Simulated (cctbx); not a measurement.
# Symmetry from intensities

Cell: a = 12.3870 Å, b = 5.1440 Å, c = 11.5450 Å, α = 90.00°, β = 101.53°, γ = 90.00°. Expected content of the cell: Zn8 S12 O32.

The data are simulated with cctbx, not measured: Mo Kα, λ = 0.71073 Å, to d = 0.8 Å, 70 % of the full sphere, strongest reflection 40000 counts, noise from counting, a 2 % proportional error and a noise floor of 8 counts (s.d.); no absorption.

Tests on the unmerged data give:

```text
4131 reflections to d = 0.800 A
centring   violations  <I/sigma> of those
    A        821 of  2096      9.9
    B        821 of  2047     10.1
    C          0 of  2051     -0.0
    I        806 of  2090      9.8
    R       1149 of  2756     10.5
    F        821 of  3097      6.7
Laue class    unique    Rint  (classes that these axes allow; Friedel mates merged)
C 1 2/m 1         814   0.018
space group    extra absences  I>4sigma  <I/sigma>
C 1 2 1                 0          0         -  acentric
C 1 m 1                 0          0         -  acentric
C 1 c 1               122          0       0.2  acentric
C 1 n 1               122          0       0.2  acentric
C 1 2/m 1               0          0         -  centric
C 1 2/c 1             122          0       0.2  centric
C 1 2/n 1             122          0       0.2  centric
Wilson B = 1.28 A^2   <|E^2-1|> = 0.918 (0.968 centric, 0.736 acentric)   E^2>4: 3.2 %
shell (A)         n   <I/sigma>
11.31 - 1.60    107     34.6
 1.60 - 1.27    105     38.0
 1.27 - 1.11    103     29.5
 1.11 - 1.01    102     33.9
 1.01 - 0.94    103     29.6
 0.94 - 0.88     94     27.0
 0.88 - 0.84     86     20.2
 0.84 - 0.80    114     24.9
```

Q: Read the symmetry from these tables.

The reflections that C centring forbids are absent (⟨I/σ⟩ near 0), so the lattice is C.

Only C 1 2/m 1 fits these axes (Rint 0.018); a search for a hidden higher lattice was not made.

7 settings pass the absence test. The most absences obeyed, 122, belong to C 1 c 1, C 1 n 1, C 1 2/c 1 and C 1 2/n 1, which absences can't tell apart.

⟨|E²−1|⟩ = 0.918 leans to a centrosymmetric structure. The Wilson B of 1.28 Å² means U ≈ 0.0162 Å².

The true group is C2/c (no. 15), Laue class 2/m, centrosymmetric. The tables only narrow the choice to the tied entries; cell content, site symmetry and trial solutions must settle it.

This is a model crystal, built by substitution and not relaxed, with assumed displacement parameters.

[Logs are printed without paths, hosts, clocks, repeated set-up lines and the standing remarks that a program may print on its own settings, such as how far it seeks lower states.]
